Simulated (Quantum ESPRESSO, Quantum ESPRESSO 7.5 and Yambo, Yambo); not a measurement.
**Quasiparticle gap of WS2 (Tungstenite) in Yambo**

How does a plane-wave GW calculation on WS2 (Tungstenite) run from the first input to the gap?

Main program and level: Quantum ESPRESSO 7.5 and Yambo 5.3.0; PBE and many-body steps on it, plane waves.

### 1. The starting structure

Symmetry: P6_3/mmc, No. 194, hexagonal system. The conventional cell has a = 3.153 Å, b = 3.153 Å, c = 12.323 Å, α = 90.00°, β = 90.00°, γ = 120.00°. Nearest to W lie 6 S at 2.40 Å. Nearest to S lie 3 W at 2.40 Å. Farther neighbours and most contacts between anions are not listed.

The cell and positions come from the Crystallography Open Database and are kept as given unless a step says otherwise. Spin-orbit coupling is left out unless a step names it.

### 2. Ground state

This step: Quantum ESPRESSO 7.5; DFT, PBE, plane waves, norm-conserving pseudopotentials.

The ground-state density comes first.

Input file pw.in:

```
&control
  calculation = 'scf'
  prefix = 'x'
  outdir = 'o'
  pseudo_dir = 'pseudo'
/
&system
  ibrav = 0
  nat = 6
  ntyp = 2
  ecutwfc = 62.0
  nbnd = 33
  force_symmorphic = .true.
/
&electrons
  conv_thr = 1e-10
  electron_maxstep = 80
  mixing_beta = 0.5
/
ATOMIC_SPECIES
  W 183.84 W.upf
  S 32.06 S.upf
CELL_PARAMETERS angstrom
  3.1532000000 0.0000000000 0.0000000000
  -1.5766000000 2.7307513032 0.0000000000
  0.0000000000 0.0000000000 12.3230000000
ATOMIC_POSITIONS crystal
  W 0.3333333333 0.6666666667 0.2500000000
  W 0.6666666667 0.3333333333 0.7500000000
  S 0.3333333333 0.6666666667 0.6225000000
  S 0.6666666667 0.3333333333 0.1225000000
  S 0.3333333333 0.6666666667 0.8775000000
  S 0.6666666667 0.3333333333 0.3775000000
K_POINTS automatic
  6 6 2 0 0 0
```

Command:

```
$ OMP_NUM_THREADS=1 mpirun -n 8 pw.x -nk 8 -in pw.in > pw.out
```

Log:

```text
Program PWSCF v.7.5 starts

     This program is part of the open-source Quantum ESPRESSO suite
     for quantum simulation of materials; please cite
         "P. Giannozzi et al., J. Phys.:Condens. Matter 21 395502 (2009);
         "P. Giannozzi et al., J. Phys.:Condens. Matter 29 465901 (2017);
         "P. Giannozzi et al., J. Chem. Phys. 152 154105 (2020);
     in publications or presentations arising from this work. More details at
     Message from routine setup:
     using ibrav=0 with symmetry is DISCOURAGED, use correct ibrav instead

     G-vector sticks info

     bravais-lattice index     =            0
     lattice parameter (alat)  =       5.9587  a.u.
     unit-cell volume          =     716.0556 (a.u.)^3
     number of atoms/cell      =            6
     number of atomic types    =            2
     number of electrons       =        52.00
     number of Kohn-Sham states=           33
     kinetic-energy cutoff     =      62.0000  Ry
     charge density cutoff     =     248.0000  Ry
     scf convergence threshold =      1.0E-10
     mixing beta               =       0.5000
     number of iterations used =            8  plain     mixing
     Exchange-correlation= PBE
                           (   1   4   3   4   0   0   0)

     celldm(1)=   5.958684  celldm(2)=   0.000000  celldm(3)=   0.000000
     celldm(4)=   0.000000  celldm(5)=   0.000000  celldm(6)=   0.000000

     crystal axes: (cart. coord. in units of alat)
               a(1) = (   1.000000   0.000000   0.000000 )
               a(2) = (  -0.500000   0.866025   0.000000 )
               a(3) = (   0.000000   0.000000   3.908093 )

     reciprocal axes: (cart. coord. in units 2 pi/alat)
               b(1) = (  1.000000  0.577350 -0.000000 )
               b(2) = (  0.000000  1.154701  0.000000 )
               b(3) = (  0.000000 -0.000000  0.255879 )
     Pseudo is Norm-conserving + core correction, Zval = 14.0
     Generated using ONCVPSP code by D. R. Hamann
     Using radial grid of 1396 points,  8 beta functions with:
     Pseudo is Norm-conserving + core correction, Zval =  6.0
     Generated using ONCVPSP code by D. R. Hamann
     Using radial grid of 1146 points,  6 beta functions with:
     W                14.00   183.84000     W ( 1.00)
     S                 6.00    32.06000     S ( 1.00)

     12 Sym. Ops., with inversion, found

   Cartesian axes

     site n.     atom                  positions (alat units)
         1        W      tau(   1) = (  -0.0000000   0.5773503   0.9770233  )
         2        W      tau(   2) = (   0.5000000   0.2886751   2.9310700  )
         3        S      tau(   3) = (  -0.0000000   0.5773503   2.4327881  )
         4        S      tau(   4) = (   0.5000000   0.2886751   0.4787414  )
         5        S      tau(   5) = (  -0.0000000   0.5773503   3.4293519  )
         6        S      tau(   6) = (   0.5000000   0.2886751   1.4753052  )

     number of k points=    14
                       cart. coord. in units 2pi/alat
        k(    1) = (   0.0000000   0.0000000   0.0000000), wk =   0.0277778
        k(    2) = (   0.0000000   0.0000000  -0.1279396), wk =   0.0277778
        k(    3) = (   0.0000000   0.1924501   0.0000000), wk =   0.1666667
        k(    4) = (   0.0000000   0.1924501  -0.1279396), wk =   0.1666667
        k(    5) = (   0.0000000   0.3849002   0.0000000), wk =   0.1666667
        k(    6) = (   0.0000000   0.3849002  -0.1279396), wk =   0.1666667
        k(    7) = (   0.0000000  -0.5773503   0.0000000), wk =   0.0833333
        k(    8) = (   0.0000000  -0.5773503  -0.1279396), wk =   0.0833333
        k(    9) = (   0.1666667   0.2886751   0.0000000), wk =   0.1666667
        k(   10) = (   0.1666667   0.2886751  -0.1279396), wk =   0.1666667
        k(   11) = (   0.1666667   0.4811252   0.0000000), wk =   0.3333333
        k(   12) = (   0.1666667   0.4811252  -0.1279396), wk =   0.3333333
        k(   13) = (   0.3333333   0.5773503   0.0000000), wk =   0.0555556
        k(   14) = (   0.3333333   0.5773503  -0.1279396), wk =   0.0555556

     Dense  grid:    47139 G-vectors     FFT dimensions: (  30,  30, 120)

     Initial potential from superposition of free atoms

     starting charge      51.9988, renormalised to      52.0000
     Starting wfcs are   36 randomized atomic wfcs

     per-process dynamical memory:    46.7 Mb

     Self-consistent Calculation

     iteration #  1     ecut=    62.00 Ry     beta= 0.50

     Threshold (ethr) on eigenvalues was too large:
     Diagonalizing with lowered threshold

     total energy              =    -392.02637775 Ry
     estimated scf accuracy    <       0.18109065 Ry

     iteration #  2     ecut=    62.00 Ry     beta= 0.50

     total energy              =    -392.04940706 Ry
     estimated scf accuracy    <       0.03051893 Ry

     iteration #  3     ecut=    62.00 Ry     beta= 0.50

     total energy              =    -392.05377209 Ry
     estimated scf accuracy    <       0.04068770 Ry

     iteration #  4     ecut=    62.00 Ry     beta= 0.50

     total energy              =    -392.05948149 Ry
     estimated scf accuracy    <       0.00133181 Ry

     iteration #  5     ecut=    62.00 Ry     beta= 0.50

     total energy              =    -392.05968611 Ry
     estimated scf accuracy    <       0.00091848 Ry

     iteration #  6     ecut=    62.00 Ry     beta= 0.50

     total energy              =    -392.05968385 Ry
     estimated scf accuracy    <       0.00049636 Ry

     iteration #  7     ecut=    62.00 Ry     beta= 0.50

     total energy              =    -392.05973155 Ry
     estimated scf accuracy    <       0.00001200 Ry

     iteration #  8     ecut=    62.00 Ry     beta= 0.50

     total energy              =    -392.05973828 Ry
     estimated scf accuracy    <       0.00000849 Ry

     iteration #  9     ecut=    62.00 Ry     beta= 0.50

     total energy              =    -392.05973822 Ry
     estimated scf accuracy    <       0.00000141 Ry

     iteration # 10     ecut=    62.00 Ry     beta= 0.50

     total energy              =    -392.05973859 Ry
     estimated scf accuracy    <       0.00000007 Ry

     iteration # 11     ecut=    62.00 Ry     beta= 0.50

     total energy              =    -392.05973859 Ry
     estimated scf accuracy    <       0.00000003 Ry

     iteration # 12     ecut=    62.00 Ry     beta= 0.50

     total energy              =    -392.05973860 Ry
     estimated scf accuracy    <          1.3E-09 Ry

     iteration # 13     ecut=    62.00 Ry     beta= 0.50

     End of self-consistent calculation

          k = 0.0000 0.0000 0.0000 (  5885 PWs)   bands (ev):

   -62.8528 -62.8528 -27.1166 -27.1165 -26.9277 -26.9277 -26.9277 -26.9277
    -3.8728  -3.6412  -2.3295  -1.8908   4.1225   5.1760   7.9207   8.2931
     8.2931   8.3074   8.3074   9.5285   9.5285   9.5821   9.5821  10.2537
    10.5483  11.7694  14.0800  14.0801  14.0904  14.0905  14.1303  14.1303
    14.3173

          k = 0.0000 0.0000-0.1279 (  5986 PWs)   bands (ev):

   -62.8528 -62.8528 -27.1166 -27.1166 -26.9278 -26.9278 -26.9278 -26.9278
    -3.7699  -3.7699  -2.1012  -2.1012   4.5780   4.5780   8.3001   8.3001
     8.3001   8.3001   8.8704   8.8704   9.5552   9.5552   9.5552   9.5552
    11.4520  11.4520  14.0725  14.0725  14.0725  14.0732  14.2359  14.2359
    14.2359

          k = 0.0000 0.1925 0.0000 (  5929 PWs)   bands (ev):

   -62.8480 -62.8480 -27.0996 -27.0995 -27.0212 -27.0212 -26.9495 -26.9494
    -3.4151  -3.1855  -2.1331  -1.7458   4.6534   5.6893   7.2556   7.3179
     7.3270   8.2777   8.7157   8.7544   8.9009   8.9688   9.4446  10.3027
    10.5123  10.9299  13.3399  13.7766  13.9374  14.0124  14.0171  14.2434
    14.7355

          k = 0.0000 0.1925-0.1279 (  5944 PWs)   bands (ev):

     [... further k-points ...]

     highest occupied, lowest unoccupied level (ev):    11.7694   12.7500

!    total energy              =    -392.05973860 Ry
     estimated scf accuracy    <          2.3E-11 Ry

     The total energy is the sum of the following terms:
     one-electron contribution =    -161.87068758 Ry
     hartree contribution      =     102.40861849 Ry
     xc contribution           =     -91.90688566 Ry
     ewald contribution        =    -240.69078385 Ry

     convergence has been achieved in  13 iterations

     XML data file, charge density, pseudopotentials, collected wavefunctions

=------------------------------------------------------------------------------=
   JOB DONE.
=------------------------------------------------------------------------------=
```

Elapsed: 11 s, on 8 MPI ranks of Intel Xeon 6975P-C (Granite Rapids), shared host; peak memory 0.78 GiB.

Numbers from this step:

- total energy: -5334.2445 eV
- gap: 0.9806 eV
- k of the valence top: 0, 0, 0
- k of the conduction bottom: 0.1667, 0.1667, 0
- least direct gap: 1.837 eV

The gap is indirect, with the least direct gap 0.86 eV higher.

### 3. Bands along the symmetry lines

The cheap functional maps the bands first; the places of the edges decide which points the dearer methods must see.

Input file pw.in:

```
&control
  calculation = 'bands'
  prefix = 'x'
  outdir = 'o'
  pseudo_dir = 'pseudo'
/
&system
  ibrav = 0
  nat = 6
  ntyp = 2
  ecutwfc = 62.0
  nbnd = 32
  force_symmorphic = .true.
/
&electrons
  conv_thr = 1e-9
  electron_maxstep = 80
  diago_full_acc = .true.
  diago_thr_init = 5e-6
/
ATOMIC_SPECIES
  W 183.84 W.upf
  S 32.06 S.upf
CELL_PARAMETERS angstrom
  3.1532000000 0.0000000000 0.0000000000
  -1.5766000000 2.7307513032 0.0000000000
  0.0000000000 0.0000000000 12.3230000000
ATOMIC_POSITIONS crystal
  W 0.3333333333 0.6666666667 0.2500000000
  W 0.6666666667 0.3333333333 0.7500000000
  S 0.3333333333 0.6666666667 0.6225000000
  S 0.6666666667 0.3333333333 0.1225000000
  S 0.3333333333 0.6666666667 0.8775000000
  S 0.6666666667 0.3333333333 0.3775000000
K_POINTS crystal
  75
  0.00000000 0.00000000 0.00000000 1
  0.06250000 0.00000000 0.00000000 1
  0.12500000 0.00000000 0.00000000 1
  0.18750000 0.00000000 0.00000000 1
  0.25000000 0.00000000 0.00000000 1
  0.31250000 0.00000000 0.00000000 1
  0.37500000 0.00000000 0.00000000 1
  0.43750000 0.00000000 0.00000000 1
  0.50000000 0.00000000 0.00000000 1
  0.47916667 0.04166667 0.00000000 1
  0.45833333 0.08333333 0.00000000 1
  0.43750000 0.12500000 0.00000000 1
  0.41666666 0.16666666 0.00000000 1
  0.39583333 0.20833333 0.00000000 1
  0.37500000 0.25000000 0.00000000 1
  0.35416666 0.29166666 0.00000000 1
  0.33333333 0.33333333 0.00000000 1
  0.29166666 0.29166666 0.00000000 1
  0.25000000 0.25000000 0.00000000 1
  0.20833333 0.20833333 0.00000000 1
  0.16666666 0.16666666 0.00000000 1
  0.12500000 0.12500000 0.00000000 1
  0.08333333 0.08333333 0.00000000 1
  0.04166667 0.04166667 0.00000000 1
  0.00000000 0.00000000 0.00000000 1
  0.00000000 0.00000000 0.06250000 1
  0.00000000 0.00000000 0.12500000 1
  0.00000000 0.00000000 0.18750000 1
  0.00000000 0.00000000 0.25000000 1
  0.00000000 0.00000000 0.31250000 1
  0.00000000 0.00000000 0.37500000 1
  0.00000000 0.00000000 0.43750000 1
  0.00000000 0.00000000 0.50000000 1
  0.06250000 0.00000000 0.50000000 1
  0.12500000 0.00000000 0.50000000 1
  0.18750000 0.00000000 0.50000000 1
  0.25000000 0.00000000 0.50000000 1
  0.31250000 0.00000000 0.50000000 1
  0.37500000 0.00000000 0.50000000 1
  0.43750000 0.00000000 0.50000000 1
  0.50000000 0.00000000 0.50000000 1
  0.47916667 0.04166667 0.50000000 1
  0.45833333 0.08333333 0.50000000 1
  0.43750000 0.12500000 0.50000000 1
  0.41666666 0.16666666 0.50000000 1
  0.39583333 0.20833333 0.50000000 1
  0.37500000 0.25000000 0.50000000 1
  0.35416666 0.29166666 0.50000000 1
  0.33333333 0.33333333 0.50000000 1
  0.29166666 0.29166666 0.50000000 1
  0.25000000 0.25000000 0.50000000 1
  0.20833333 0.20833333 0.50000000 1
  0.16666666 0.16666666 0.50000000 1
  0.12500000 0.12500000 0.50000000 1
  0.08333333 0.08333333 0.50000000 1
  0.04166667 0.04166667 0.50000000 1
  0.00000000 0.00000000 0.50000000 1
  0.50000000 0.00000000 0.50000000 1
  0.50000000 0.00000000 0.43750000 1
  0.50000000 0.00000000 0.37500000 1
  0.50000000 0.00000000 0.31250000 1
  0.50000000 0.00000000 0.25000000 1
  0.50000000 0.00000000 0.18750000 1
  0.50000000 0.00000000 0.12500000 1
  0.50000000 0.00000000 0.06250000 1
  0.50000000 -0.00000000 0.00000000 1
  0.33333333 0.33333333 0.50000000 1
  0.33333333 0.33333333 0.43750000 1
  0.33333333 0.33333333 0.37500000 1
  0.33333333 0.33333333 0.31250000 1
  0.33333333 0.33333333 0.25000000 1
  0.33333333 0.33333333 0.18750000 1
  0.33333333 0.33333333 0.12500000 1
  0.33333333 0.33333333 0.06250000 1
  0.33333333 0.33333333 0.00000000 1
```

Log:

```text
[banner, memory and clock lines left out]
Program PWSCF v.7.5 starts

     Atomic positions and unit cell read from directory:
     o/x.save/

     Message from routine setup:
     using ibrav=0 with symmetry is DISCOURAGED, use correct ibrav instead

     G-vector sticks info

     bravais-lattice index     =            0
     lattice parameter (alat)  =       5.9587  a.u.
     unit-cell volume          =     716.0556 (a.u.)^3
     number of atoms/cell      =            6
     number of atomic types    =            2
     number of electrons       =        52.00
     number of Kohn-Sham states=           32
     kinetic-energy cutoff     =      62.0000  Ry
     charge density cutoff     =     248.0000  Ry
     Exchange-correlation= PBE
                           (   1   4   3   4   0   0   0)

     celldm(1)=   5.958684  celldm(2)=   0.000000  celldm(3)=   0.000000
     celldm(4)=   0.000000  celldm(5)=   0.000000  celldm(6)=   0.000000

     crystal axes: (cart. coord. in units of alat)
               a(1) = (   1.000000   0.000000   0.000000 )
               a(2) = (  -0.500000   0.866025   0.000000 )
               a(3) = (   0.000000   0.000000   3.908093 )

     reciprocal axes: (cart. coord. in units 2 pi/alat)
               b(1) = (  1.000000  0.577350 -0.000000 )
               b(2) = (  0.000000  1.154701  0.000000 )
               b(3) = (  0.000000 -0.000000  0.255879 )
     Pseudo is Norm-conserving + core correction, Zval = 14.0
     Generated using ONCVPSP code by D. R. Hamann
     Using radial grid of 1396 points,  8 beta functions with:
     Pseudo is Norm-conserving + core correction, Zval =  6.0
     Generated using ONCVPSP code by D. R. Hamann
     Using radial grid of 1146 points,  6 beta functions with:
     W                14.00   183.84000     W ( 1.00)
     S                 6.00    32.06000     S ( 1.00)

     12 Sym. Ops., with inversion, found

   Cartesian axes

     site n.     atom                  positions (alat units)
         1        W      tau(   1) = (  -0.0000000   0.5773503   0.9770233  )
         2        W      tau(   2) = (   0.5000000   0.2886751   2.9310700  )
         3        S      tau(   3) = (  -0.0000000   0.5773503   2.4327881  )
         4        S      tau(   4) = (   0.5000000   0.2886751   0.4787414  )
         5        S      tau(   5) = (  -0.0000000   0.5773503   3.4293519  )
         6        S      tau(   6) = (   0.5000000   0.2886751   1.4753052  )

     number of k points=    75
                       cart. coord. in units 2pi/alat
        k(    1) = (   0.0000000   0.0000000   0.0000000), wk =   0.0266667
        k(    2) = (   0.0625000   0.0360844   0.0000000), wk =   0.0266667
        k(    3) = (   0.1250000   0.0721688   0.0000000), wk =   0.0266667
[...]
[... 63 further rows ...]
        k(   74) = (   0.3333333   0.5773503   0.0159925), wk =   0.0266667
        k(   75) = (   0.3333333   0.5773503   0.0000000), wk =   0.0266667

     Dense  grid:    47139 G-vectors     FFT dimensions: (  30,  30, 120)

     The potential is recalculated from file :
     o/x.save/charge-density

     Starting wfcs are   36 randomized atomic wfcs

     Band Structure Calculation

     End of band structure calculation

          k = 0.0000 0.0000 0.0000 (  5885 PWs)   bands (ev):

   -62.8528 -62.8528 -27.1166 -27.1165 -26.9277 -26.9277 -26.9277 -26.9277
    -3.8728  -3.6412  -2.3295  -1.8908   4.1225   5.1760   7.9207   8.2931
     8.2932   8.3074   8.3074   9.5285   9.5285   9.5821   9.5821  10.2537
[...]
k = 0.0625 0.0361 0.0000 (  5925 PWs)   bands (ev):

[...]
k = 0.1250 0.0722 0.0000 (  5929 PWs)   bands (ev):

[...]
k = 0.3333 0.5774 0.0160 (  5862 PWs)   bands (ev):

[...]
k = 0.3333 0.5774 0.0000 (  5862 PWs)   bands (ev):

[...]
6.4371   6.6873   7.2171   7.2171   7.6297   7.6297   8.8322   8.8322
    11.0303  11.2375  13.0744  13.0744  13.8228  15.0511  15.1144  15.1144

     XML data file, pseudopotentials, collected wavefunctions
```

Elapsed: 13 s, on 8 MPI ranks; peak memory 0.71 GiB; 83 s of CPU time.

Numbers from this step:

- gap: 0.9806 eV
- k of the valence top: 0, 0, 0
- k of the conduction bottom: 0.1667, 0.1667, 0
- least direct gap: 1.837 eV

The gap is 0.981 eV, as in the run before at this level.

Electronic bands along the path, in eV, zero at the top of the highest filled band:

```
    point  band 23  band 24  band 25  band 26  band 27  band 28  band 29  band 30
        Γ    -2.19    -1.52    -1.22     0.00     2.31     2.31     2.32     2.36
  halfway    -2.57    -1.88    -1.62    -1.48     1.35     1.85     2.08     2.30
        M    -1.97    -1.76    -1.71    -1.53     2.33     2.38     2.61     2.91
  halfway    -3.01    -2.62    -1.21    -0.96     1.96     2.06     2.69     2.91
        K    -2.94    -2.94    -0.74    -0.53     1.30     1.30     2.05     3.28
  halfway    -2.11    -1.85    -1.53    -1.50     0.98     1.83     2.08     2.19
        Γ    -2.19    -1.52    -1.22     0.00     2.31     2.31     2.32     2.36
  halfway    -2.20    -2.13    -0.74    -0.08     2.31     2.31     2.31     2.31
        A    -2.21    -2.21    -0.32    -0.32     2.30     2.30     2.30     2.30
  halfway    -2.36    -2.36    -1.51    -1.51     1.77     1.77     1.96     1.96
        L    -1.87    -1.87    -1.60    -1.60     2.35     2.35     2.78     2.78
  halfway    -2.88    -2.88    -1.07    -1.07     2.01     2.01     2.86     2.86
        H    -3.11    -3.11    -0.65    -0.65     1.31     1.31     2.58     2.58
  halfway    -2.04    -2.04    -1.51    -1.51     1.38     1.38     2.22     2.22
        A    -2.21    -2.21    -0.32    -0.32     2.30     2.30     2.30     2.30
jump to L    -1.87    -1.87    -1.60    -1.60     2.35     2.35     2.78     2.78
  halfway    -1.94    -1.79    -1.67    -1.55     2.34     2.37     2.67     2.88
        M    -1.97    -1.76    -1.71    -1.53     2.33     2.38     2.61     2.91
jump to H    -3.11    -3.11    -0.65    -0.65     1.31     1.31     2.58     2.58
  halfway    -3.01    -3.01    -0.71    -0.57     1.31     1.31     2.20     3.04
        K    -2.94    -2.94    -0.74    -0.53     1.30     1.30     2.05     3.28
```

(Continued in part 2 of 3.)

[Paths, hosts, dates, memory and timing lines, banners, echoed tables and standing remarks are left out of the program output.]

[Logs are printed without paths, hosts, clocks, repeated set-up lines and the standing remarks that a program may print on its own settings, such as how far it seeks lower states.]

[Runs of the session that timed out or met a known fault of the program may be left out.]

[Hosts, paths, dates, database ids (printed as entryN), source tags and the programs' standing remarks are cut or masked in the printed files.]
